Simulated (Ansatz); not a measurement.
# BePd3C (built on the sites of a database entry of CaPd3C): following an unstable mode, part 2 of 3

Aim: this structure of BePd3C (built on the sites of a database entry of CaPd3C) is to be tested for unstable modes, and one is followed downhill.

Ansatz 0.2.0; DFT PBEsol, scalar-relativistic, plane waves, PAW.

So far, highest frequency on the path or at a solved wavevector (cm⁻¹): step 2 (phonons on a q mesh) 710. Also lowest frequency on the path (cm⁻¹): step 2 -132.

The structure was built from a prototype and need not be the compound's stable phase.

### Step 4. The mode frozen in, largest atomic shift 0.45 Å

The atoms are moved along the unstable eigenvector, the largest shift by 0.45 Å, with the cell fixed.

The input, input.yaml:

```yaml
crystal:
  lattice:
    - [4.0156977755, 0.0, 0.0]
    - [0.0, 4.0156977755, 0.0]
    - [0.0, 0.0, 4.0156977755]
  atoms:
    - { symbol: Be, position: [0.0, -0.1120602259, 0.0] }
    - { symbol: Pd, position: [0.0, 0.5083212079, 0.5] }
    - { symbol: Pd, position: [0.5, 0.5083212079, 0.0] }
    - { symbol: Pd, position: [0.5, -0.0054848935, 0.5] }
    - { symbol: C, position: [0.5, 0.4852238569, 0.5] }
kpoints:
  mp_grid: { grid: [12, 12, 12] }
hamiltonian:
  xc: pbesol
scf:
  occupations: { method: methfessel_paxton, width: 0.2 }
output:
  forces: true
  stress: true
  eigenvalues: true
```

The run is started by

```bash
ansatz run input.yaml --threads 4 --pin off --max-ram 14336MiB --backend cpu --events-out ev --progress --plain --runs-dir out
```

Numbers of over 12 decimals in the logs are rounded to 6 here.

What it wrote:

```text
[...]
Crystal: 5 atoms, lattice volume = 64.756 Å³
Basis set: ecut = 420 eV, 1309 PW (Γ), exchange–correlation on 54×54×54 points (8 copies of the dense FFT grid, shifted against one another)
Bands: 36, of which v1, the nominal top of the filled ones, is band 30 counted from 1 (29 counted from 0)
Symmetry: 8 space group operations
[...]
k-points: 196 of 1728 (time reversal used)
[...]
k-point 0: bands = [... 26 lower, 13.4405, 14.7416, 14.7834, 14.7834, 14.8522, 18.6207, 18.6207, 18.9220, ... 2 higher]
  k-point 1: bands = [... 26 lower, 13.6913, 14.7615, 14.8066, 14.8664, 14.8914, 18.4293, 18.7038, 19.1102, ... 2 higher]
  k-point 2: bands = [... 26 lower, 13.8963, 14.6779, 14.7654, 15.1266, 15.1494, 18.2828, 18.9396, 19.3782, ... 2 higher]
  k-point 195: bands = [... 26 lower, 14.6267, 14.6680, 14.6885, 14.9202, 14.9202, 18.0360, 18.0360, 18.1761, ... 2 higher]
[key lines of the parts left out:]
SCF converged after 7 iterations
Free energy (F): -21055.877095 eV
Fermi energy:    15.921720 eV
P = ⅓ Tr σ = 2.4197 GPa (24.197 kbar)
```

Wall time 11 s (4 threads of Arm Neoverse V1, shared host); peak memory 0.57 GiB.

This step gave:

```yaml
pressure: 2.420 GPa
energy_from_the_undistorted_cell: -4.227 meV/atom
```

The energy, extrapolated to zero smearing, is -4.23 meV/atom against the undistorted cell.

The run ends at a pressure of 2.42 GPa, with forces up to 0.11 eV/Å.

### Step 5. Energy along the mode, all amplitudes (two of the runs are shown above)

An imaginary frequency means negative curvature, so the energy should fall and then rise again as anharmonic terms take over.

This step gave:

| Property | Result |
| --- | --- |
| depth at the lowest point sampled | 4.227 meV/atom |
| largest atomic shift at that point | 0.45 Å |

Energy from the parent against largest atomic shift:

```csv
largest atomic shift (Å),energy from the parent (meV/atom)
0.000,0
0.040,-0.072
0.080,-0.286
0.140,-0.845
0.220,-1.92
0.320,-3.39
0.450,-4.23
0.600,-0.427
```

Displacement at unit largest shift by atom:

```csv
atom,x (Å),y (Å),z (Å),size
Be1,0.00,-1.00,0.00,1.00
Pd2,0.00,0.07,0.00,0.07
Pd3,0.00,0.07,0.00,0.07
Pd4,0.00,-0.05,0.00,0.05
C5,0.00,-0.13,0.00,0.13
```

The lowest of the steps tried is at 0.45 Å, 4.23 meV/atom below the parent; the bottom of the well need not coincide with a step.

### Step 6. Relaxation from the frozen mode

Starting from the lowest point found, all atoms and the cell are let go, so that strain and other modes of the same symmetry can join in.

Edit input.yaml of step 4 so:

```diff
@@ -21 +21,6 @@
   eigenvalues: true
+relax:
+  adjacent_minimum: "off"
+  f_tol: 0.002
+  max_steps: 120
+  cell: { stress_tol: 0.03 }
```

What it wrote:

```text
[...]
Crystal: 5 atoms, lattice volume = 64.756 Å³
Basis set: ecut = 420 eV, 1309 PW (Γ), exchange–correlation on 54×54×54 points (8 copies of the dense FFT grid, shifted against one another)
Bands: 36, of which v1, the nominal top of the filled ones, is band 30 counted from 1 (29 counted from 0)
Symmetry: 8 space group operations
[...]
k-points: 196 of 1728 (time reversal used)
[...]
SCF iter   1: F=—  HF=-21055.886740 eV  |F-HF|=—  |Δ(HF+E_count)|=         —  Δρ=7.90e-3  dr2=3.29e-2  ethr=1.77e-3  ⟨swp⟩=5.2  Hψ=28008  notcnv=0
[...]
SCF iter   7: F=-21055.877095 eV  HF=-21055.877095 eV  |F-HF|=1.11e-8  |Δ(HF+E_count)|=   7.35e-8  S|Δr|=    0.00e0  Δρ=5.31e-6  dr2=2.16e-8  ethr=1.67e-10  ⟨swp⟩=7.9  Hψ=26402  notcnv=0
SCF 1 converged in 7 iterations: F = -21055.877095 eV  dr2 = 2.16e-8
[...]
relax step   1: F+E_penalty+E_count = -21055.87709452 eV  Δ(F+E_penalty+E_count) = +0.000e0 eV  max|allowed force component| = 1.081e-1 eV/Å  Δτ_max = 0.0000 Å  P = +2.420 GPa  Ω = 64.756 Å³  (7 SCF iters, dr2 threshold 1.00e-7 eV, accepted)
Crystal: 5 atoms, lattice volume = 65.596 Å³
[...]
SCF iter   6: F=-21055.883640 eV  HF=-21055.883640 eV  |F-HF|=1.57e-8  |Δ(HF+E_count)|=   1.29e-7  S|Δr|=    0.00e0  Δρ=6.40e-6  dr2=3.34e-8  ethr=8.33e-10  ⟨swp⟩=4.7  Hψ=23687  notcnv=0
SCF 2 converged in 6 iterations: F = -21055.883640 eV  dr2 = 3.34e-8
relax step   2: F+E_penalty+E_count = -21055.88363981 eV  Δ(F+E_penalty+E_count) = -6.545e-3 eV  max|allowed force component| = 7.361e-2 eV/Å  Δτ_max = 0.0047 Å  P = -0.092 GPa  Ω = 65.596 Å³  energy of the carried Pulay correction = -6.861e-4 eV  (6 SCF iters, dr2 threshold 5.00e-7 eV, accepted)
Crystal: 5 atoms, lattice volume = 65.622 Å³
[...]
SCF iter   5: F=-21055.884459 eV  HF=-21055.884459 eV  |F-HF|=4.71e-8  |Δ(HF+E_count)|=   1.00e-7  S|Δr|=    0.00e0  Δρ=9.06e-6  dr2=8.35e-8  ethr=5.64e-10  ⟨swp⟩=4.0  Hψ=22396  notcnv=0
SCF 3 converged in 5 iterations: F = -21055.884459 eV  dr2 = 8.35e-8
relax step   3: F+E_penalty+E_count = -21055.88445908 eV  Δ(F+E_penalty+E_count) = -8.193e-4 eV  max|allowed force component| = 1.001e-1 eV/Å  Δτ_max = 0.0042 Å  P = -0.110 GPa  Ω = 65.622 Å³  energy of the carried Pulay correction = -7.072e-4 eV  (5 SCF iters, dr2 threshold 3.39e-7 eV, accepted)
[...]
relax step   4: F+E_penalty+E_count = -21055.88608097 eV  Δ(F+E_penalty+E_count) = -1.622e-3 eV  max|allowed force component| = 1.442e-1 eV/Å  Δτ_max = 0.0125 Å  P = -0.063 GPa  Ω = 65.695 Å³  energy of the carried Pulay correction = -7.665e-4 eV  (6 SCF iters, dr2 threshold 5.00e-7 eV, accepted)
[...]
relax step   5: F+E_penalty+E_count = -21055.88830632 eV  Δ(F+E_penalty+E_count) = -2.225e-3 eV  max|allowed force component| = 4.090e-2 eV/Å  Δτ_max = 0.0351 Å  P = -0.028 GPa  Ω = 65.868 Å³  energy of the carried Pulay correction = -9.062e-4 eV  (6 SCF iters, dr2 threshold 5.00e-7 eV, accepted)
[...]
relax step   6: F+E_penalty+E_count = -21055.88863969 eV  Δ(F+E_penalty+E_count) = -3.334e-4 eV  max|allowed force component| = 1.670e-3 eV/Å  Δτ_max = 0.0051 Å  P = +0.026 GPa  Ω = 65.885 Å³  energy of the carried Pulay correction = -9.204e-4 eV  (5 SCF iters, dr2 threshold 3.62e-7 eV, accepted)
[...]
relax step   7: F+E_penalty+E_count = -21055.88864706 eV  Δ(F+E_penalty+E_count) = -7.364e-6 eV  max|allowed force component| = 1.804e-3 eV/Å  Δτ_max = 0.0031 Å  P = -0.018 GPa  Ω = 65.914 Å³  energy of the carried Pulay correction = -9.436e-4 eV  (6 SCF iters, dr2 threshold 2.03e-8 eV, accepted)
[...]
relax step   8: F+E_penalty+E_count = -21055.88865793 eV  Δ(F+E_penalty+E_count) = -1.088e-5 eV  max|allowed force component| = 1.337e-3 eV/Å  Δτ_max = 0.0030 Å  P = +0.064 GPa  Ω = 65.904 Å³  energy of the carried Pulay correction = -9.354e-4 eV  (8 SCF iters, accepted)
[...]
relax step   9: F+E_penalty+E_count = -21055.88863965 eV  Δ(F+E_penalty+E_count) = +1.828e-5 eV  max|allowed force component| = 1.383e-3 eV/Å  Δτ_max = 0.0002 Å  P = -0.013 GPa  Ω = 65.932 Å³  energy of the carried Pulay correction = -9.579e-4 eV  (4 SCF iters, dr2 threshold 1.18e-8 eV, accepted)
Basis set: ecut = 420 eV, 1317 PW (Γ), exchange–correlation on 54×60×54 points (8 copies of the dense FFT grid, shifted against one another)
[...]
SCF iter   6: F=-21055.889693 eV  HF=-21055.889693 eV  |F-HF|=7.28e-12  |Δ(HF+E_count)|=  1.82e-11  S|Δr|=    0.00e0  Δρ=7.46e-8  dr2=5.37e-12  ethr=1.00e-12  ⟨swp⟩=5.1  Hψ=28472  notcnv=0
SCF 10 converged in 6 iterations: F = -21055.889693 eV  dr2 = 5.37e-12
relax step  10: F+E_penalty+E_count = -21055.88969296 eV  Δ(F+E_penalty+E_count) = -1.053e-3 eV  max|allowed force component| = 9.318e-4 eV/Å  Δτ_max = 0.0000 Å  P = -0.003 GPa  Ω = 65.932 Å³  stress off target by 1.36e-2 GPa  SCF on the basis re-selected at this cell (its energy is not comparable with the rows above)  (6 SCF iters)
basis re-selected at this cell: Δ(F+E_penalty+E_count) = -1.053e-3 eV, ΔP = +0.011 GPa vs the last step (what re-selecting the basis moved, of the pressure what is left beyond the Pulay correction that the steps carried, after the strain that the cell walked since its last selection, with what the two solves' SCF thresholds leave and, on support functions, any second-order correction that the steps lacked; it is no measure of the basis error at this ecutwfc). The dense FFT grid was sized anew with the basis: this SCF ran on 27×30×27 points, the steps before it on 27×27×27, so part of this shift can come from that change (see relax.cell in the input reference). [rest of the remark cut]
SCF converged after 6 iterations
[...]
Free energy (F): -21055.889693 eV
[...]
Internal energy: -21055.888582 eV  (E = F + TS)
E sigma→0 (E₀):  -21055.889415 eV
Entropy (-TS):   -0.001111 eV (-0.222 meV/atom)
Fermi energy:    15.517974 eV
[...]
--- Forces (eV/Å), atoms counted from 1 ---
  atom   1  Be    -0.00000000    -0.00011730     0.00000000
  atom   2  Pd    -0.00000000    -0.00043722     0.00000000
  atom   3  Pd     0.00000000    -0.00043722    -0.00000000
  atom   4  Pd     0.00000000     0.00093171     0.00000000
  atom   5  C      0.00000000     0.00005945    -0.00000000
  max |Σ_I F_I| component: 5.94e-7 eV/Å
--- Stress (GPa, compression-positive) ---
       -0.010765      -0.000000       0.000000
       -0.000000       0.013556       0.000000
        0.000000       0.000000      -0.010765
  P = ⅓ Tr σ = -0.0027 GPa (-0.027 kbar)
--- Band table (eV; the first three rows and the last of 196) ---
  k-point 0: bands = [... 26 lower, 13.5632, 14.3607, 14.4036, 14.4036, 14.4497, 18.4699, 18.4699, 18.5830, ... 2 higher]
  k-point 1: bands = [... 26 lower, 13.5264, 14.3321, 14.4053, 14.5485, 14.5525, 18.2008, 18.5474, 18.8068, ... 2 higher]
  k-point 2: bands = [... 26 lower, 13.5821, 14.2821, 14.3237, 14.8291, 14.8470, 18.0029, 18.7685, 18.9104, ... 2 higher]
  k-point 195: bands = [... 26 lower, 14.2167, 14.2789, 14.2935, 14.6723, 14.6723, 17.4350, 17.4350, 17.5985, ... 2 higher]
--- Relaxed structure (9 steps of the walk, 9 accepted, 1 SCFs on fresh bases) ---
  F+E_penalty+E_count = -21055.88969296 eV   max|allowed force component| = 9.318e-4 eV/Å   (the final SCF, on the basis selected at the relaxed cell)
  cell:  # Å, volume = 65.9317 Å³
    - [4.010256, 0, 0]
    - [0, 4.099679, 0.0]
    - [0, 0.0, 4.010256]
  atoms:
    - { symbol: Be, position: [0, -0.119970, 0] }
    - { symbol: Pd, position: [0, 0.521213, 0.5] }
    - { symbol: Pd, position: [0.5, 0.521213, 0.0] }
    - { symbol: Pd, position: [0.5, -0.00812286, 0.5] }
    - { symbol: C, position: [0.5, 0.469988, 0.5] }
```

The job ended after 1.9 min (4 threads; peak memory 0.63 GiB).

Step by step:

```csv
step,energy less that of the first step (eV),largest force component (eV/Å),pressure (GPa),volume (Å³)
1,0.0000,0.1081,2.42,64.76
2,-0.0065,0.0736,-0.09,65.60
3,-0.0074,0.1001,-0.11,65.62
4,-0.0090,0.1442,-0.06,65.70
5,-0.0112,0.0409,-0.03,65.87
6,-0.0115,0.0017,0.03,65.89
7,-0.0116,0.0018,-0.02,65.91
8,-0.0116,0.0013,0.06,65.90
9,-0.0115,0.0014,-0.01,65.93
10*,-0.0126,0.0009,0.00,65.93
```

Relaxation steps marked * repeat the geometry before them on a plane-wave basis chosen anew for their cell, so energy and pressure can jump there.

Forces are held to the 8 operations that the run works with; a distortion that breaks them can't arise in this run.

```csv
"conventional cell, symmetrised",before,after,change
a (Å),4.016,4.010,-0.1 %
b (Å),4.016,4.010,-0.1 %
c (Å),4.016,4.100,+2.1 %
volume (Å³/atom),12.95,13.19,+1.8 %
```

The atoms that moved most (Å, as changes of fractional coordinates times the final cell):

```csv
atom,dx,dy,dz,length
C5,0.000,-0.062,0.000,0.062
Pd3,0.000,0.053,0.000,0.053
Pd2,0.000,0.053,0.000,0.053
Be1,0.000,-0.032,0.000,0.032
Pd4,0.000,-0.011,0.000,0.011
```

Final coordinates:

```xyz
5
Lattice="4.0103 0.0000 0.0000 0.0000 4.0997 0.0000 0.0000 0.0000 4.0103" Properties=species:S:1:pos:R:3 pbc="T T T"
Be    0.0000   -0.4918    0.0000
Pd    0.0000    2.1368    2.0051
Pd    2.0051    2.1368    0.0000
Pd    2.0051   -0.0333    2.0051
C     2.0051    1.9268    2.0051
```

Numbers from this step:

| Item | Value |
| --- | --- |
| pressure | -0.002658 GPa |
| volume per atom | 13.19 Å³ |

The distorted start has space group P4mm; the relaxation ends in P4mm.

### Step 7. The new phase in its own primitive cell

The relaxed structure is symmetrised, reduced to its primitive cell and relaxed tightly, as its phonons need.

input.yaml, the sections that differ from step 6:

```yaml
crystal:
  lattice:
    - [4.0102563647, 0.0, 0.0]
    - [0.0, 4.0102563647, 0.0]
    - [0.0, 0.0, 4.0996791138]
  atoms:
    - { symbol: Be, position: [0.0, 0.0, 0.1199702569] }
    - { symbol: Pd, position: [0.0, 0.5, 0.478786953] }
    - { symbol: Pd, position: [0.5, 0.0, 0.478786953] }
    - { symbol: Pd, position: [0.5, 0.5, 0.0081228607] }
    - { symbol: C, position: [0.5, 0.5, 0.5300118231] }
kpoints:
  mp_grid: { grid: [10, 10, 10] }
relax:
  adjacent_minimum: "off"
  f_tol: 0.001
  max_steps: 60
  cell: { stress_tol: 0.01 }
# hamiltonian, scf, output: as in step 6
```

What it wrote:

```text
[...]
Crystal: 5 atoms, lattice volume = 65.932 Å³
Basis set: ecut = 420 eV, 1317 PW (Γ), exchange–correlation on 54×54×60 points (8 copies of the dense FFT grid, shifted against one another)
Bands: 36, of which v1, the nominal top of the filled ones, is band 30 counted from 1 (29 counted from 0)
Symmetry: 8 space group operations
[...]
k-points: 126 of 1000 (time reversal used)
[...]
cell:  # Å, volume = 65.9513 Å³
    - [4.006542, 0, 1.3678426598344416e-18]
    - [0, 4.006542, 0]
    - [1.398343515603996e-18, 0, 4.108504]
  atoms:
    - { symbol: Be, position: [0, 0, 0.119886] }
    - { symbol: Pd, position: [-2.1858044439764853e-19, 0.5, 0.477686] }
    - { symbol: Pd, position: [0.5, 0, 0.477686] }
    - { symbol: Pd, position: [0.5, 0.5, 0.00838324] }
    - { symbol: C, position: [0.5, 0.5, 0.532037] }
[key lines of the parts left out:]
SCF converged after 6 iterations
Free energy (F): -21055.890642 eV
Fermi energy:    15.502839 eV
P = ⅓ Tr σ = -0.0002 GPa (-0.002 kbar)
```

Wall time 58 s (4 threads); peak memory 0.53 GiB; 3.8 min of CPU time.

Step by step:

```csv
step,energy less that of the first step (eV),largest force component (eV/Å),pressure (GPa),volume (Å³)
1,0.0000,0.0100,-0.03,65.93
2,0.0000,0.0089,0.00,65.92
3,0.0000,0.0057,0.01,65.91
4,0.0000,0.0031,0.02,65.91
5,0.0000,0.0029,0.01,65.92
6,0.0000,0.0016,0.00,65.94
7,0.0000,0.0001,0.00,65.95
8*,-0.0001,0.0001,0.00,65.95
```

Relaxation steps marked * repeat the geometry before them on a plane-wave basis chosen anew for their cell, so energy and pressure can jump there.

Forces are held to the 8 operations that the run works with; a distortion that breaks them can't arise in this run.

```csv
"conventional cell, symmetrised",before,after,change
a (Å),4.010,4.007,-0.1 %
b (Å),4.010,4.007,-0.1 %
c (Å),4.100,4.109,+0.2 %
volume (Å³/atom),13.19,13.19,+0.0 %
```

Final coordinates:

```xyz
5
Lattice="4.0065 0.0000 0.0000 0.0000 4.0065 0.0000 0.0000 0.0000 4.1085" Properties=species:S:1:pos:R:3 pbc="T T T"
Be    0.0000    0.0000    0.4926
Pd    0.0000    2.0033    1.9626
Pd    2.0033    0.0000    1.9626
Pd    2.0033    2.0033    0.0344
C     2.0033    2.0033    2.1859
```

This step gave:

```yaml
pressure: -2.49e-4 GPa
```

The largest force component left is 0.13 meV/Å and the pressure is 0.000 GPa, within the tolerances set. The cell now holds 13.19 Å³/atom.

(Part 2 of 3 ends here.)

[Logs are printed without paths, hosts, clocks, repeated set-up lines and the standing remarks that a program may print on its own settings, such as how far it seeks lower states.]

[Hosts, paths, dates, database ids (printed as entryN), source tags and the programs' standing remarks are cut or masked in the printed files.]
